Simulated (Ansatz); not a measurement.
# CaHfSe3 (model cell, started as cubic perovskite with Hf in the octahedra): following an unstable mode, part 2 of 2

Which phase does CaHfSe3 (model cell, started as cubic perovskite with Hf in the octahedra) fall into along its unstable mode, and how much energy does it gain?

Ansatz 0.2.0; DFT LDA, scalar-relativistic, plane waves, PAW; PAW set soft_1.

So far, highest frequency on the path or at a solved wavevector (cm⁻¹): step 2 (response at finite wavevector) 302. Also lowest frequency on the path (cm⁻¹): step 2 -119.

The structure was built from a prototype and need not be the compound's stable phase.

## (6) Relaxation from the frozen mode

Starting from the lowest point found, all atoms and the cell are let go, so that strain and other modes of the same symmetry can join in.

The input, input.yaml:

```yaml
crystal:
  lattice:
    - [5.0745860677, 0.0, 0.0]
    - [0.0, 5.0745860677, 0.0]
    - [0.0, 0.0, 5.0745860677]
  atoms:
    - { symbol: Ca, position: [0.0, 0.0836056504, 0.0836056504] }
    - { symbol: Hf, position: [0.5, 0.5012633153, 0.5012633153] }
    - { symbol: Se, position: [0.5, 0.4800896263, -0.0054646276] }
    - { symbol: Se, position: [0.5, -0.0054646276, 0.4800896263] }
    - { symbol: Se, position: [0.0, 0.4800896263, 0.4800896263] }
kpoints:
  mp_grid: { grid: [8, 8, 8] }
hamiltonian:
  xc: lda
  pseudopotentials: { kind: paw, azcp: { folder: soft_1 }, xc_functional: pbe }
scf:
  occupations: { method: methfessel_paxton, width: 0.2 }
output:
  forces: true
  stress: true
  eigenvalues: true
relax:
  adjacent_minimum: "off"
  f_tol: 0.002
  max_steps: 120
  cell: { stress_tol: 0.03 }
```

Run with:

```
$ ansatz run input.yaml --threads 4 --pin off --max-ram 16384MiB --backend cpu --events-out ev --progress --plain --runs-dir out
```

Numbers of over 12 decimals in the logs are rounded to 6 here.

The program printed:

```text
[...]
Crystal: 5 atoms, lattice volume = 130.678 Å³
Basis set: ecut = 420 eV, 2517 PW (Γ)
Bands: 51, of which v1, the nominal top of the filled ones, is band 42 counted from 1 (41 counted from 0)
Symmetry: 4 space group operations
[...]
k-points: 105 of 512 (time reversal used)
[...]
SCF iter   1: F=—  HF=-33412.322017 eV  |F-HF|=—  |Δ(HF+E_count)|=         —  Δρ=1.01e-1  dr2=3.03e1  ethr=3.10e-3  ⟨swp⟩=8.3  Hψ=21322  notcnv=0
[...]
SCF iter  10: F=-33406.314538 eV  HF=-33406.314538 eV  |F-HF|=3.23e-8  |Δ(HF+E_count)|=   3.92e-8  S|Δr|=    0.00e0  Δρ=5.19e-6  dr2=7.54e-8  ethr=1.19e-10  ⟨swp⟩=12.3  Hψ=31986  notcnv=0
SCF 1 converged in 10 iterations: F = -33406.314538 eV  dr2 = 7.54e-8
[...]
relax step   1: F+E_penalty+E_count = -33406.31453836 eV  Δ(F+E_penalty+E_count) = +0.000e0 eV  max|allowed force component| = 2.637e-1 eV/Å  Δτ_max = 0.0000 Å  P = +1.399 GPa  Ω = 130.678 Å³  (10 SCF iters, dr2 threshold 1.00e-7 eV, accepted)
Crystal: 5 atoms, lattice volume = 137.400 Å³
Basis set: ecut = 420 eV, 2707 PW (Γ)
[...]
SCF iter  10: F=-33406.469676 eV  HF=-33406.469676 eV  |F-HF|=2.75e-7  |Δ(HF+E_count)|=   3.56e-7  S|Δr|=    0.00e0  Δρ=1.10e-5  dr2=3.02e-7  ethr=5.95e-10  ⟨swp⟩=6.2  Hψ=31286  notcnv=0
SCF 2 converged in 10 iterations: F = -33406.469676 eV  dr2 = 3.02e-7
relax step   2: F+E_penalty+E_count = -33406.46967581 eV  Δ(F+E_penalty+E_count) = -1.551e-1 eV  max|allowed force component| = 2.116e-1 eV/Å  Δτ_max = 0.1949 Å  P = -1.349 GPa  Ω = 137.400 Å³  energy of the carried Pulay correction = -9.733e-4 eV  (10 SCF iters, dr2 threshold 5.00e-7 eV, accepted)
Crystal: 5 atoms, lattice volume = 134.577 Å³
Basis set: ecut = 420 eV, 2639 PW (Γ)
[...]
SCF iter   8: F=-33406.484992 eV  HF=-33406.484992 eV  |F-HF|=7.78e-8  |Δ(HF+E_count)|=   2.58e-6  S|Δr|=    0.00e0  Δρ=1.60e-5  dr2=1.65e-7  ethr=5.95e-10  ⟨swp⟩=9.0  Hψ=36152  notcnv=0
SCF 3 converged in 8 iterations: F = -33406.484992 eV  dr2 = 1.65e-7
relax step   3: F+E_penalty+E_count = -33406.48499163 eV  Δ(F+E_penalty+E_count) = -1.532e-2 eV  max|allowed force component| = 3.238e-1 eV/Å  Δτ_max = 0.1934 Å  P = +1.160 GPa  Ω = 134.577 Å³  energy of the carried Pulay correction = -5.705e-4 eV  (8 SCF iters, dr2 threshold 5.00e-7 eV, accepted)
[...]
relax step   4: F+E_penalty+E_count = -33406.52007254 eV  Δ(F+E_penalty+E_count) = -3.508e-2 eV  max|allowed force component| = 3.519e-1 eV/Å  Δτ_max = 0.0807 Å  P = -0.104 GPa  Ω = 136.093 Å³  energy of the carried Pulay correction = -7.879e-4 eV  (8 SCF iters, dr2 threshold 5.00e-7 eV, accepted)
[...]
relax step   5: F+E_penalty+E_count = -33406.53212144 eV  Δ(F+E_penalty+E_count) = -1.205e-2 eV  max|allowed force component| = 5.995e-2 eV/Å  Δτ_max = 0.0466 Å  P = +0.084 GPa  Ω = 135.367 Å³  energy of the carried Pulay correction = -6.840e-4 eV  (7 SCF iters, dr2 threshold 5.00e-7 eV, accepted)
[...]
relax step   6: F+E_penalty+E_count = -33406.53355234 eV  Δ(F+E_penalty+E_count) = -1.431e-3 eV  max|allowed force component| = 2.652e-2 eV/Å  Δτ_max = 0.0254 Å  P = +0.034 GPa  Ω = 135.196 Å³  energy of the carried Pulay correction = -6.596e-4 eV  (7 SCF iters, dr2 threshold 2.25e-7 eV, accepted)
[...]
relax step   7: F+E_penalty+E_count = -33406.53373324 eV  Δ(F+E_penalty+E_count) = -1.809e-4 eV  max|allowed force component| = 5.051e-3 eV/Å  Δτ_max = 0.0019 Å  P = -0.015 GPa  Ω = 135.334 Å³  energy of the carried Pulay correction = -6.794e-4 eV  (6 SCF iters, dr2 threshold 5.15e-8 eV, accepted)
[...]
relax step   8: F+E_penalty+E_count = -33406.53374519 eV  Δ(F+E_penalty+E_count) = -1.194e-5 eV  max|allowed force component| = 1.580e-3 eV/Å  Δτ_max = 0.0007 Å  P = +0.003 GPa  Ω = 135.301 Å³  energy of the carried Pulay correction = -6.746e-4 eV  (6 SCF iters, dr2 threshold 2.87e-9 eV, accepted)
[...]
SCF iter   7: F=-33406.534466 eV  HF=-33406.534466 eV  |F-HF|=2.91e-11  |Δ(HF+E_count)|=  2.91e-11  S|Δr|=    0.00e0  Δρ=1.03e-7  dr2=7.51e-12  ethr=1.00e-12  ⟨swp⟩=6.5  Hψ=29048  notcnv=0
SCF 9 converged in 7 iterations: F = -33406.534466 eV  dr2 = 7.51e-12
[...]
relax step   9: F+E_penalty+E_count = -33406.53446631 eV  Δ(F+E_penalty+E_count) = -7.211e-4 eV  max|allowed force component| = 1.388e-3 eV/Å  Δτ_max = 0.0000 Å  P = +0.004 GPa  Ω = 135.301 Å³  stress off target by 5.72e-3 GPa  SCF on the basis re-selected at this cell (its energy is not comparable with the rows above)  (7 SCF iters)
basis re-selected at this cell: Δ(F+E_penalty+E_count) = -7.211e-4 eV, ΔP = +0.000 GPa vs the last step (what re-selecting the basis moved, of the pressure what is left beyond the Pulay correction that the steps carried, after the strain that the cell walked since its last selection, with what the two solves' SCF thresholds leave and, on support functions, any second-order correction that the steps lacked; it is no m [...]
SCF converged after 7 iterations
[...]
Free energy (F): -33406.534466 eV
[...]
Internal energy: -33406.534474 eV  (E = F + TS)
E sigma→0 (E₀):  -33406.534468 eV
Entropy (-TS):   0.000008 eV (0.002 meV/atom)
Fermi energy:    8.352171 eV
[...]
--- Forces (eV/Å), atoms counted from 1 ---
  atom   1  Ca    -0.00000000    -0.00081587    -0.00081587
  atom   2  Hf     0.00000000     0.00138771     0.00138771
  atom   3  Se     0.00000000    -0.00004158    -0.00122193
  atom   4  Se    -0.00000000    -0.00122193    -0.00004158
  atom   5  Se    -0.00000000     0.00068864     0.00068864
  max |Σ_I F_I| component: 3.03e-6 eV/Å
--- Stress (GPa, compression-positive) ---
        0.003902       0.000000       0.000000
        0.000000       0.003651       0.002074
        0.000000       0.002074       0.003651
  P = ⅓ Tr σ = 0.0037 GPa (0.037 kbar)
--- Band table (eV; the first three rows and the last of 105) ---
  k-point 0: bands = [... 38 lower, 6.9368, 7.0022, 7.3210, 7.9350, 8.4973, 8.6235, 9.3279, 9.8006, ... 5 higher]
  k-point 1: bands = [... 38 lower, 6.7057, 7.0421, 7.2671, 7.6813, 8.3932, 9.0496, 9.3693, 10.0073, ... 5 higher]
  k-point 2: bands = [... 38 lower, 6.2337, 6.7719, 7.2157, 7.4768, 8.3740, 9.7406, 9.8483, 10.5346, ... 5 higher]
  k-point 104: bands = [... 38 lower, 4.5501, 7.3835, 8.2398, 8.2951, 10.3124, 10.7957, 10.9179, 11.3857, ... 5 higher]
--- Relaxed structure (8 steps of the walk, 8 accepted, 1 SCFs on fresh bases) ---
  F+E_penalty+E_count = -33406.53446631 eV   max|allowed force component| = 1.388e-3 eV/Å   (the final SCF, on the basis selected at the relaxed cell)
  cell:  # Å, volume = 135.3013 Å³
    - [5.072947, 0, 0]
    - [0, 5.165918, 0.124782]
    - [0, 0.124782, 5.165918]
  atoms:
    - { symbol: Ca, position: [0, 0.126705, 0.126705] }
    - { symbol: Hf, position: [0.500000, 0.486878, 0.486878] }
    - { symbol: Se, position: [0.500000, 0.435688, -0.018085] }
    - { symbol: Se, position: [0.500000, -0.018085, 0.435688] }
    - { symbol: Se, position: [0, 0.508398, 0.508398] }
```

Elapsed: 3.4 min, on 4 threads of Arm Neoverse V2, shared host; peak memory 0.81 GiB.

Relaxation path:

| step | energy less that of the first step (eV) | largest force component (eV/Å) | pressure (GPa) | volume (Å³) |
| --- | --- | --- | --- | --- |
| 1 | 0.0000 | 0.2637 | 1.40 | 130.68 |
| 2 | -0.1551 | 0.2116 | -1.35 | 137.40 |
| 3 | -0.1705 | 0.3238 | 1.16 | 134.58 |
| 4 | -0.2055 | 0.3519 | -0.10 | 136.09 |
| 5 | -0.2176 | 0.0600 | 0.08 | 135.37 |
| 6 | -0.2190 | 0.0265 | 0.03 | 135.20 |
| 7 | -0.2192 | 0.0051 | -0.01 | 135.33 |
| 8 | -0.2192 | 0.0016 | 0.00 | 135.30 |
| 9* | -0.2199 | 0.0014 | 0.00 | 135.30 |

Relaxation steps marked * repeat the geometry before them on a plane-wave basis chosen anew for their cell, so energy and pressure can jump there.

The run keeps the 4 symmetry operations that it works with, so distortions that break them were not tested.

| conventional cell, symmetrised | before | after | change |
| --- | --- | --- | --- |
| a (Å) | 5.075 | 5.073 | -0.0 % |
| b (Å) | 7.177 | 7.129 | -0.7 % |
| c (Å) | 7.177 | 7.482 | +4.3 % |
| volume (Å³/atom) | 26.14 | 27.06 | +3.5 % |

The atoms that moved most (Å, as changes of fractional coordinates times the final cell):

| atom | dx | dy | dz | length |
| --- | --- | --- | --- | --- |
| Ca1 | 0.000 | 0.228 | 0.228 | 0.322 |
| Se4 | 0.000 | -0.071 | -0.231 | 0.242 |
| Se3 | 0.000 | -0.231 | -0.071 | 0.242 |
| Se5 | 0.000 | 0.150 | 0.150 | 0.212 |
| Hf2 | 0.000 | -0.076 | -0.076 | 0.108 |

Final coordinates:

```xyz
5
Lattice="5.0729 0.0000 0.0000 0.0000 5.1659 0.1248 0.0000 0.1248 5.1659" Properties=species:S:1:pos:R:3 pbc="T T T"
Ca    0.0000    0.6704    0.6704
Hf    2.5365    2.5759    2.5759
Se    2.5365    2.2485   -0.0391
Se    2.5365   -0.0391    2.2485
Se    0.0000    2.6898    2.6898
```

This step gave:

```
pressure          : 0.003735 GPa
volume per atom   : 27.06 Å³
gap on the k-mesh : 0 eV
```

The distorted start has space group Amm2; the relaxation ends in Amm2.

## (7) The new phase in its own primitive cell

The relaxed structure is symmetrised, reduced to its primitive cell and relaxed tightly, as its phonons need.

input.yaml, the sections that differ from step 6:

```yaml
crystal:
  lattice:
    - [5.0729467828, 0.0, 0.0]
    - [0.0, 3.564621533, 3.7410904408]
    - [0.0, -3.564621533, 3.7410904408]
  atoms:
    - { symbol: Ca, position: [0.0, 0.1267050673, 0.1267050673] }
    - { symbol: Hf, position: [0.5, 0.4868780083, 0.4868780083] }
    - { symbol: Se, position: [0.5, 0.4356876826, 0.9819147738] }
    - { symbol: Se, position: [0.5, 0.9819147738, 0.4356876826] }
    - { symbol: Se, position: [0.0, 0.5083980587, 0.5083980587] }
relax:
  adjacent_minimum: "off"
  f_tol: 0.001
  max_steps: 60
  cell: { stress_tol: 0.01 }
# kpoints, hamiltonian, scf, output: as in step 6
```

The program printed:

```text
[...]
Crystal: 5 atoms, lattice volume = 135.301 Å³
Basis set: ecut = 420 eV, 2623 PW (Γ)
Bands: 51, of which v1, the nominal top of the filled ones, is band 42 counted from 1 (41 counted from 0)
Symmetry: 4 space group operations
[...]
k-points: 105 of 512 (time reversal used)
[...]
cell:  # Å, volume = 135.3110 Å³
    - [5.073039, 0, 0]
    - [0, 3.564728, 3.741180]
    - [0, -3.564728, 3.741180]
  atoms:
    - { symbol: Ca, position: [0, 0.126679, 0.126679] }
    - { symbol: Hf, position: [0.5, 0.486902, 0.486902] }
    - { symbol: Se, position: [0.5, 0.435679, 0.981906] }
    - { symbol: Se, position: [0.5, 0.981906, 0.435679] }
    - { symbol: Se, position: [0, 0.508418, 0.508418] }
[key lines of the parts left out:]
SCF converged after 7 iterations
Free energy (F): -33406.534466 eV
Fermi energy:    8.351287 eV
P = ⅓ Tr σ = -0.0024 GPa (-0.024 kbar)
```

Wall time 70 s (4 threads); peak memory 0.81 GiB.

Little changed from the start: no atom moved by 0.005 Å and no cell edge by 0.1 %.

Numbers from this step:

- pressure: -0.002418 GPa

The largest force component left is 0.48 meV/Å and the pressure is -0.002 GPa, within the tolerances set. The cell now holds 27.06 Å³/atom.

## (8) Modes of the new phase

A relaxed structure may still be a saddle point, so its zone-centre modes are computed. No field response is asked, since the mesh shows no gap.

input.yaml, the sections that differ from step 7:

```yaml
crystal:
  lattice:
    - [5.0730394316, 0.0, 0.0]
    - [0.0, 3.5647280292, 3.7411798703]
    - [0.0, -3.5647280292, 3.7411798703]
  atoms:
    - { symbol: Ca, position: [0.0, 0.1266792902, 0.1266792902] }
    - { symbol: Hf, position: [0.5, 0.4869017715, 0.4869017715] }
    - { symbol: Se, position: [0.5, 0.4356786247, 0.9819055813] }
    - { symbol: Se, position: [0.5, 0.9819055813, 0.4356786247] }
    - { symbol: Se, position: [0.0, 0.5084183231, 0.5084183231] }
output:
  eigenvalues: true
phonons:
  method: dfpt
# kpoints, hamiltonian, scf: as in step 7
# relax: removed
```

The program printed:

```text
zone centre: on kpoints.mp_grid the ground state, and the responses unless they are solved on pairs of k-points, stand on 170 of the mesh's 512 k-points, reduced under 2 symmetry operations, with k and −k counted as one. Each operation leaves every solved displacement unchanged or reverses it
[...]
Crystal: 5 atoms, lattice volume = 135.311 Å³
Basis set: ecut = 420 eV, 2623 PW (Γ), exchange–correlation on 72×72×72 points (8 copies of the dense FFT grid, shifted against one another)
Bands: 51, of which v1, the nominal top of the filled ones, is band 42 counted from 1 (41 counted from 0)
Symmetry: 4 space group operations
k-points: 170 of 512 (irreducible under 2 space group operations, time reversal used)
[...]
SCF iter   1: F=—  HF=-33412.780393 eV  |F-HF|=—  |Δ(HF+E_count)|=         —  Δρ=1.01e-1  dr2=3.16e1  ethr=3.10e-3  ⟨swp⟩=8.0  Hψ=34122  notcnv=0
[...]
SCF iter  16: F=-33406.534469 eV  HF=-33406.534469 eV  |F-HF|=1.46e-11  |Δ(HF+E_count)|=  7.28e-12  S|Δr|=    0.00e0  Δρ=1.60e-8  dr2=4.36e-13  ethr=1.00e-12  ⟨swp⟩=6.3  Hψ=43941  notcnv=0
SCF 1 converged in 16 iterations: F = -33406.534469 eV  dr2 = 4.36e-13
[...]
DFPT response loops at Γ: preconditioner auto → none (partly filled bands, converged f_vac=0.157); β = 0.50; Broyden in place of MSR1
SCF converged after 16 iterations
[...]
Free energy (F): -33406.534469 eV
[...]
Internal energy: -33406.534480 eV  (E = F + TS)
E sigma→0 (E₀):  -33406.534472 eV
Entropy (-TS):   0.000011 eV (0.002 meV/atom)
Fermi energy:    8.351287 eV
[...]
--- Band table (eV; the first three rows and the last of 170) ---
  k-point 0: bands = [... 38 lower, 6.9355, 7.0013, 7.3204, 7.9337, 8.4965, 8.6230, 9.3278, 9.7995, ... 5 higher]
  k-point 1: bands = [... 38 lower, 6.7046, 7.0413, 7.2665, 7.6803, 8.3925, 9.0489, 9.3689, 10.0062, ... 5 higher]
  k-point 2: bands = [... 38 lower, 6.2329, 6.7711, 7.2150, 7.4759, 8.3733, 9.7398, 9.8476, 10.5335, ... 5 higher]
  k-point 169: bands = [... 38 lower, 4.5498, 7.3827, 8.2389, 8.2941, 10.3116, 10.7946, 10.9170, 11.3846, ... 5 higher]
--- Phonons (Γ-DFPT): 12 representative perturbations + reference, on 170 of 512 k-points (Σ response iterations 48) ---
  k mesh reduced under 2 symmetry operations, with k and −k counted as one. Each operation leaves every solved displacement unchanged or reverses it
  ASR residual: 1.034e-4 → 0.000e0 eV/Å²; symmetrization residual: 7.415e-6 eV/Å²
  ASR residual per site (eV/Å²): 3.65e-5 1.37e-5 8.68e-5 8.68e-5 1.03e-4
[...]
non-analytic LO–TO correction: not included (Born effective charges unavailable; polar crystals: no LO–TO splitting at Γ)
```

Run time: 8.4 min. Hardware: 4 threads; peak memory 3.4 GiB; 33 min of CPU time.

Numbers from this step:

```
sum-rule residual before enforcement                    : 1.03e-4 eV/Å²
point group                                             : mm2
highest optical mode at the zone centre (no LO-TO term) : 243.0 cm⁻¹
lowest optical zone-centre mode                         : -65.64 cm⁻¹
```

Patterns of degenerate modes are one choice out of their space. Modes at Γ, with each element's share of the kinetic energy (negative means imaginary):

| mode | frequency (cm⁻¹) | symmetry | Ca % | Hf % | Se % |
| --- | --- | --- | --- | --- | --- |
| 1 | -65.6 | B2 | 33 | 0 | 67 |
| 2 | -33.4 | B2 | 1 | 48 | 51 |
| 3 | 0.0 | acoustic | 9 | 39 | 52 |
| 4 | 0.0 | acoustic | 9 | 39 | 52 |
| 5 | 0.0 | acoustic | 9 | 39 | 52 |
| 6 | 48.3 | B1 | 6 | 47 | 47 |
| 7 | 62.3 | A2 | 0 | 0 | 100 |
| 8 | 64.8 | A1 | 9 | 47 | 44 |
| 9 | 71.7 | B2 | 57 | 2 | 41 |
| 10 | 85.0 | A1 | 4 | 3 | 93 |
| 11 | 124.4 | B1 | 85 | 0 | 15 |
| 12 | 168.9 | A1 | 79 | 0 | 21 |
| 13 | 205.1 | B2 | 0 | 11 | 89 |
| 14 | 234.9 | A1 | 0 | 11 | 89 |
| 15 | 243.0 | B1 | 0 | 14 | 86 |

Displacements in mode 1 (-65.6 cm⁻¹), the largest set to 1:
```
Ca1  0.00 -1.00  0.00
Hf2  0.00  0.04  0.00
Se3  0.00 -0.22 -0.33
Se4  0.00 -0.22  0.33
Se5  0.00  0.84  0.00
```

Displacements in mode 10 (85.0 cm⁻¹), the largest set to 1:
```
Ca1  0.00  0.00  0.53
Hf2  0.00  0.00  0.23
Se3  0.00 -0.75 -0.89
Se4  0.00  0.75 -0.89
Se5  0.00  0.00  1.00
```

Before it was imposed, the acoustic sum rule was missed by 1.0e-4 eV/Å². Small misses are needed for a sound result but don't prove that mesh and cutoff are converged. The lowest optical mode is imaginary, 65.6i cm⁻¹, so the energy falls along it.

## (9) Outcome

* unstable mode of the parent: q = (0, 0, 0), 119i cm⁻¹
* depth at the lowest point sampled: 57.3 meV/atom
* largest atomic shift at that point: 0.6 Å
* space group reached (within 0.01 Å): Amm2
* energy gained over the parent (first relaxation, on the mesh of the frozen mode): 101 meV/atom
* volume per atom, phase reached: 27.1 Å³
* lowest optical zone-centre mode, phase reached: -65.6 cm⁻¹
* highest optical mode at the zone centre (no LO-TO term), phase reached: 243 cm⁻¹

In words: Along this mode the structure falls into Amm2, 101 meV/atom below the parent. At the parent's cell the well is 57.32 meV/atom deep on the steps tried, with its lowest point at a shift of 0.6 Å. That is the last step tried, so the steps alone don't bracket the bottom of the well. Relaxing atoms and cell changes the gain by +43.88 meV/atom against the lowest step (energies at zero smearing). The new phase still has an imaginary mode at the zone centre of its cell, so it is a saddle point on the way to a lower structure. Of the 5 patterns followed to their end from this parent, this one ends 1.64 meV/atom above the lowest, P4mm. Each path keeps the symmetry of its pattern, so a lower phase may lie along a pattern not tried. With no gap, or one that is small against the smearing, the frequencies hang on the k mesh and the smearing, most of all near Kohn anomalies. A semilocal functional can close a gap that the real compound would have, so the metallic treatment may be an artefact of the level. Spin-orbit coupling is left out, which can matter for the heavy elements here. The PAW files were made for PBE and serve the other functionals too. The starting cell was built on a prototype and not taken from a measurement, so the phase need not exist.

[Logs are printed without paths, hosts, clocks, repeated set-up lines and the standing remarks that a program may print on its own settings, such as how far it seeks lower states.]

[Hosts, paths, dates, database ids (printed as entryN), source tags and the programs' standing remarks are cut or masked in the printed files.]
